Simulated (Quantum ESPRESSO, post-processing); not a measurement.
# 1T-SnSe2, 1 layer: a series in biaxial strain, part 2 of 2

Wanted: a table for 1T-SnSe2, 1 layer against biaxial strain, and what can be fitted to it.

Quantum ESPRESSO 7.5; plane-wave DFT, PBE, GBRV ultrasoft pseudopotentials.

So far. Step 12 (Relaxation with pw.x, 3 %): The relaxation lowers the energy by 4 meV an atom.

## 13. Self-consistent run, 3 %

m7.scf.in

```
&control
  prefix = 'm7.scf'
  outdir = './out'
  pseudo_dir = './pseudo'
  calculation = 'scf'
  tprnfor = .true.
/
&system
  ibrav = 0
  nat = 3
  ntyp = 2
  ecutwfc = 40
  ecutrho = 200
  occupations = 'smearing'
  smearing = 'fd'
  degauss = 0.002
  nbnd = 17
/
&electrons
  conv_thr = 1e-09
  mixing_beta = 0.4
  electron_maxstep = 120
  mixing_mode = 'plain'
/
ATOMIC_SPECIES
  Se  78.9710  se_pbe_v1.uspp.F.UPF
  Sn  118.7100  sn_pbe_v1.4.uspp.F.UPF
CELL_PARAMETERS angstrom
  3.95899490934000 0.00000000000000 0.00000000000000
  -1.97949745467000 3.42859016445000 0.00000000000000
  0.00000000000000 0.00000000000000 17.11048904300000
ATOMIC_POSITIONS crystal
  Se  0.666666666700 0.333333333300 0.408458015700
  Sn  0.000000000000 0.000000000000 0.500000000000
  Se  0.333333333300 0.666666666700 0.591541984300
K_POINTS automatic
  12 12 1 0 0 0
```

Launch:

```
$ OMP_NUM_THREADS=1 mpirun -n 4 pw.x -nk 4 -in m7.scf.in > m7.scf.out
```

The job ended after 13 s (4 MPI ranks of Arm Neoverse V2, shared host; peak memory 0.4 GiB).

Read from the output:

```
free energy                          : -3354.0053 eV
valence top, on the run's zero       : -2.028 eV
conduction bottom, on the run's zero : -1.170 eV
gap by band count                    : 0.8577 eV
```

## 14. Self-consistent run, 3 %

Level of this step: plane-wave DFT, PBE, PseudoDojo fully relativistic norm-conserving pseudopotentials (Quantum ESPRESSO 7.5).

m7.soc.in is the input of step 13 with these lines changed:

```diff
@@ -1,3 +1,3 @@
 &control
-  prefix = 'm7.scf'
+  prefix = 'm7.soc'
   outdir = './out'
@@ -11,4 +11,4 @@
   ntyp = 2
-  ecutwfc = 40
-  ecutrho = 200
+  ecutwfc = 78
+  ecutrho = 312
   occupations = 'smearing'
@@ -16,6 +16,8 @@
   degauss = 0.002
-  nbnd = 17
+  noncolin = .true.
+  lspinorb = .true.
+  nbnd = 52
 /
 &electrons
-  conv_thr = 1e-09
+  conv_thr = 1e-07
   mixing_beta = 0.4
@@ -25,4 +27,4 @@
 ATOMIC_SPECIES
-  Se  78.9710  se_pbe_v1.uspp.F.UPF
-  Sn  118.7100  sn_pbe_v1.4.uspp.F.UPF
+  Se  78.9710  Se.dojo-fr-pbe-0.4-standard.upf
+  Sn  118.7100  Sn.dojo-fr-pbe-0.4-standard.upf
 CELL_PARAMETERS angstrom
@@ -36,2 +38,2 @@
 K_POINTS automatic
-  12 12 1 0 0 0
+  6 6 1 0 0 0
```

Launch:

```
$ OMP_NUM_THREADS=1 mpirun -n 4 pw.x -nk 2 -in m7.soc.in > m7.soc.out
```

Run time: 64 s. Hardware: 4 MPI ranks; peak memory 1.1 GiB.

Numbers from this step:

```
free energy                          : -8741.1898 eV
Fermi energy                         : -0.9281 eV
valence top, on the run's zero       : -1.367 eV
conduction bottom, on the run's zero : -0.5117 eV
gap by band count                    : 0.8552 eV
```

## 15. Relaxing the ions, 4 %

Level of this step: plane-wave DFT, PBE, GBRV ultrasoft pseudopotentials (Quantum ESPRESSO 7.5).

m8.relax.in

```
&control
  prefix = 'm8.relax'
  outdir = './out'
  pseudo_dir = './pseudo'
  nstep = 40
  forc_conv_thr = 0.0003
  calculation = 'relax'
  tstress = .true.
/
&system
  ibrav = 0
  nat = 3
  ntyp = 2
  ecutwfc = 50
  ecutrho = 250
  occupations = 'smearing'
  smearing = 'fd'
  degauss = 0.002
/
&electrons
  conv_thr = 1e-09
  mixing_beta = 0.4
  electron_maxstep = 120
  mixing_mode = 'plain'
/
&ions
/
ATOMIC_SPECIES
  Se  78.9710  se_pbe_v1.uspp.F.UPF
  Sn  118.7100  sn_pbe_v1.4.uspp.F.UPF
CELL_PARAMETERS angstrom
  3.99743175312000 0.00000000000000 0.00000000000000
  -1.99871587656000 3.46187744760000 0.00000000000000
  0.00000000000000 0.00000000000000 17.11048904300000
ATOMIC_POSITIONS crystal
  Se  0.666666666700 0.333333333300 0.406276276500
  Sn  0.000000000000 0.000000000000 0.500000000000
  Se  0.333333333300 0.666666666700 0.593723723500
K_POINTS automatic
  12 12 1 0 0 0
```

Launch:

```
$ OMP_NUM_THREADS=1 mpirun -n 4 pw.x -nk 4 -in m8.relax.in > m8.relax.out
```

Run time: 1.7 min. Hardware: 4 MPI ranks; peak memory 0.75 GiB.

The steps of the relaxation:

| step | energy less that of the first step (eV) | largest force (eV/Å) |
| --- | --- | --- |
| 1 | 0.0000 | 0.3849 |
| 2 | -0.0056 | 0.3255 |
| 3 | -0.0107 | 0.2596 |
| 4 | -0.0162 | 0.1595 |
| 5 | -0.0195 | 0.0067 |
| 6 | -0.0195 | 0.0001 |

The atoms that moved most (Å):

| atom | dx | dy | dz | length |
| --- | --- | --- | --- | --- |
| Se1 | 0.000 | 0.000 | 0.050 | 0.050 |
| Se3 | 0.000 | 0.000 | -0.050 | 0.050 |

Final coordinates:

```cif
data_structure
_symmetry_space_group_name_H-M 'P 1'
_symmetry_Int_Tables_number 1
_cell_length_a 3.9974
_cell_length_b 3.9974
_cell_length_c 17.1105
_cell_angle_alpha 90.000
_cell_angle_beta 90.000
_cell_angle_gamma 120.000
_cell_volume 236.79
loop_
_atom_site_label
_atom_site_type_symbol
_atom_site_fract_x
_atom_site_fract_y
_atom_site_fract_z
_atom_site_occupancy
Se1 Se 0.66667 0.33333 0.40921 1
Sn2 Sn 0.00000 0.00000 0.50000 1
Se3 Se 0.33333 0.66667 0.59079 1
```

The relaxation lowers the energy by 6 meV an atom.

Numbers from this step:

- free energy: -3354.0632 eV
- Fermi energy: -1.708 eV

## 16. Self-consistent run, 4 %

m8.scf.in

```
&control
  prefix = 'm8.scf'
  outdir = './out'
  pseudo_dir = './pseudo'
  calculation = 'scf'
  tprnfor = .true.
/
&system
  ibrav = 0
  nat = 3
  ntyp = 2
  ecutwfc = 40
  ecutrho = 200
  occupations = 'smearing'
  smearing = 'fd'
  degauss = 0.002
  nbnd = 17
/
&electrons
  conv_thr = 1e-09
  mixing_beta = 0.4
  electron_maxstep = 120
  mixing_mode = 'plain'
/
ATOMIC_SPECIES
  Se  78.9710  se_pbe_v1.uspp.F.UPF
  Sn  118.7100  sn_pbe_v1.4.uspp.F.UPF
CELL_PARAMETERS angstrom
  3.99743175312000 0.00000000000000 0.00000000000000
  -1.99871587656000 3.46187744760000 0.00000000000000
  0.00000000000000 0.00000000000000 17.11048904300000
ATOMIC_POSITIONS crystal
  Se  0.666666666700 0.333333333300 0.409208789900
  Sn  0.000000000000 0.000000000000 0.500000000000
  Se  0.333333333300 0.666666666700 0.590791210100
K_POINTS automatic
  12 12 1 0 0 0
```

Launch:

```
$ OMP_NUM_THREADS=1 mpirun -n 4 pw.x -nk 4 -in m8.scf.in > m8.scf.out
```

Run time: 12 s. Hardware: 4 MPI ranks; peak memory 0.54 GiB; 48 s of CPU time.

Read from the output:

- free energy: -3353.9754 eV
- valence top, on the run's zero: -2.164 eV
- conduction bottom, on the run's zero: -1.280 eV
- gap by band count: 0.8843 eV

## 17. Ground state, 4 %

Level of this step: plane-wave DFT, PBE, PseudoDojo fully relativistic norm-conserving pseudopotentials (Quantum ESPRESSO 7.5).

m8.soc.in is the input of step 16 with these lines changed:

```diff
@@ -1,3 +1,3 @@
 &control
-  prefix = 'm8.scf'
+  prefix = 'm8.soc'
   outdir = './out'
@@ -11,4 +11,4 @@
   ntyp = 2
-  ecutwfc = 40
-  ecutrho = 200
+  ecutwfc = 78
+  ecutrho = 312
   occupations = 'smearing'
@@ -16,6 +16,8 @@
   degauss = 0.002
-  nbnd = 17
+  noncolin = .true.
+  lspinorb = .true.
+  nbnd = 52
 /
 &electrons
-  conv_thr = 1e-09
+  conv_thr = 1e-07
   mixing_beta = 0.4
@@ -25,4 +27,4 @@
 ATOMIC_SPECIES
-  Se  78.9710  se_pbe_v1.uspp.F.UPF
-  Sn  118.7100  sn_pbe_v1.4.uspp.F.UPF
+  Se  78.9710  Se.dojo-fr-pbe-0.4-standard.upf
+  Sn  118.7100  Sn.dojo-fr-pbe-0.4-standard.upf
 CELL_PARAMETERS angstrom
@@ -36,2 +38,2 @@
 K_POINTS automatic
-  12 12 1 0 0 0
+  6 6 1 0 0 0
```

Launch:

```
$ OMP_NUM_THREADS=1 mpirun -n 4 pw.x -nk 2 -in m8.soc.in > m8.soc.out
```

Run time: 65 s. Hardware: 4 MPI ranks; peak memory 1.1 GiB; 4.3 min of CPU time.

Read from the output:

* free energy: -8741.1630 eV
* Fermi energy: -1.062 eV
* valence top, on the run's zero: -1.511 eV
* conduction bottom, on the run's zero: -0.6330 eV
* gap by band count: 0.8782 eV

## 18. The series side by side

The series in one table, energies over the lowest:

| biaxial strain | energy (eV) | gap along the path (eV) | upper vacuum level over the valence top of the mesh (eV) | lower vacuum level over that top (eV) | gap with spin-orbit coupling (eV) |
| --- | --- | --- | --- | --- | --- |
| -4 % | 0.1429 | 0.5433 | 5.544 | 5.544 | 0.4516 |
| -3 % | 0.0852 | 0.6064 | 5.669 | 5.669 | 0.5245 |
| -2 % | 0.0431 | 0.6622 | 5.786 | 5.786 | 0.5914 |
| -1 % | 0.0157 | 0.7087 | 5.896 | 5.896 | 0.6534 |
| 0 % | 0.0016 | 0.7513 | 5.999 | 5.999 | 0.7107 |
| 1 % | 0.0000 | 0.7907 | 6.084 | 6.084 | 0.7645 |
| 2 % | 0.0096 | 0.8274 | 6.162 | 6.162 | 0.8151 |
| 3 % | 0.0298 | 0.8576 | 6.235 | 6.235 | 0.854 |
| 4 % | 0.0597 | 0.8843 | 6.303 | 6.303 | 0.8796 |

## 19. The arithmetic

A parabola through the energies within ±2 % has E = 61.79 eV × ε² -0.826 eV × ε; for the curvature, over A = 12.795 Å² this is 61.79 × 1/12.795 × 16.02 = 77 N/m.

## 20. Outcome

* C11 + C12: 77 N/m
* gap along the path, at -4 % and at 4 %: 0.54, 0.88 eV
* upper vacuum level over the valence top of the mesh, at -4 % and at 4 %: 5.54, 6.30 eV
* lower vacuum level over that top, at -4 % and at 4 %: 5.54, 6.30 eV
* gap with spin-orbit coupling, at -4 % and at 4 %: 0.45, 0.88 eV

In words: The series holds 9 members; C11 + C12: 77 N/m (PBE, GBRV ultrasoft). The energy is lowest at +0.7 % strain. From -4 % to 4 % the gap along the path rises from 0.54 to 0.88 eV. From -4 % to 4 % the upper vacuum level over the valence top of the mesh rises from 5.54 to 6.30 eV. From -4 % to 4 % the lower vacuum level over that top rises from 5.54 to 6.30 eV. From -4 % to 4 % the gap with spin-orbit coupling rises from 0.45 to 0.88 eV. Semilocal gaps are too small; the 1×1 cell can't ripple over many cells under compression as a free sheet would.

[Logs are printed without paths, hosts, clocks, repeated set-up lines and the standing remarks that a program may print on its own settings, such as how far it seeks lower states.]

[Hosts, paths, dates, database ids (printed as entryN), source tags and the programs' standing remarks are cut or masked in the printed files.]

[Maps of the electrostatic potential energy from Ansatz leave out the sawtooth potential of an applied field or a dipole correction, so their vacuum need not be flat; planar profiles and work functions include it.]
